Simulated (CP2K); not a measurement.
Consider methylamine at its PBE geometry (Å).

```xyz
7

C    -0.5681    0.0929   -0.0041
N     0.8582   -0.0778   -0.3220
H    -1.1556   -0.6230   -0.5946
H    -0.8883    1.0991   -0.3062
H    -0.8374   -0.0443    1.0596
H     1.1682   -1.0157   -0.0636
H     1.4231    0.5688    0.2310
```

Method: CP2K XAS_TDP, all-electron GAPW, PBEh(45%), aug-cc-pVTZ, TDA, GW2X-corrected core level, no relativity.

Where do the N K-edge lines lie, and how strong are they?

Leading lines: N2 401.22 eV. The leading line of an atom is its first one with 35 % of the strongest within 2.5 eV of its lowest line over the strength cut. Core ionisation energies at this level: N2 403.82 eV.

The first six lines of each atom with a strength over 0.0015:

```
                    atom  energy (eV)  states  strength, one atom  above the computed threshold
N2 (bonded to C and 2 H)       401.22       1              0.0086                              
                               402.20       1              0.0230                              
                               402.62       1              0.0032                              
                               403.08       1              0.0024                              
                               403.64       1              0.0048                              
                               403.71       1              0.0069
```

Lines are vertical, at one geometry, with no vibrational structure. GW2X ionisation energies and lines can be off by 1 to 2 eV either way, and a good line position may hide errors that cancel. These values hold no scalar relativity, about 0.2 eV for N 1s. Rydberg lines, and the discretised continuum above threshold, depend on the basis and the box.

[Banner, clock and machine lines of the logs are left out without a mark of their own.]

[Logs are printed without paths, hosts, clocks, repeated set-up lines and the standing remarks that a program may print on its own settings, such as how far it seeks lower states.]

[Hosts, paths, dates, database ids (printed as entryN), source tags and the programs' standing remarks are cut or masked in the printed files.]
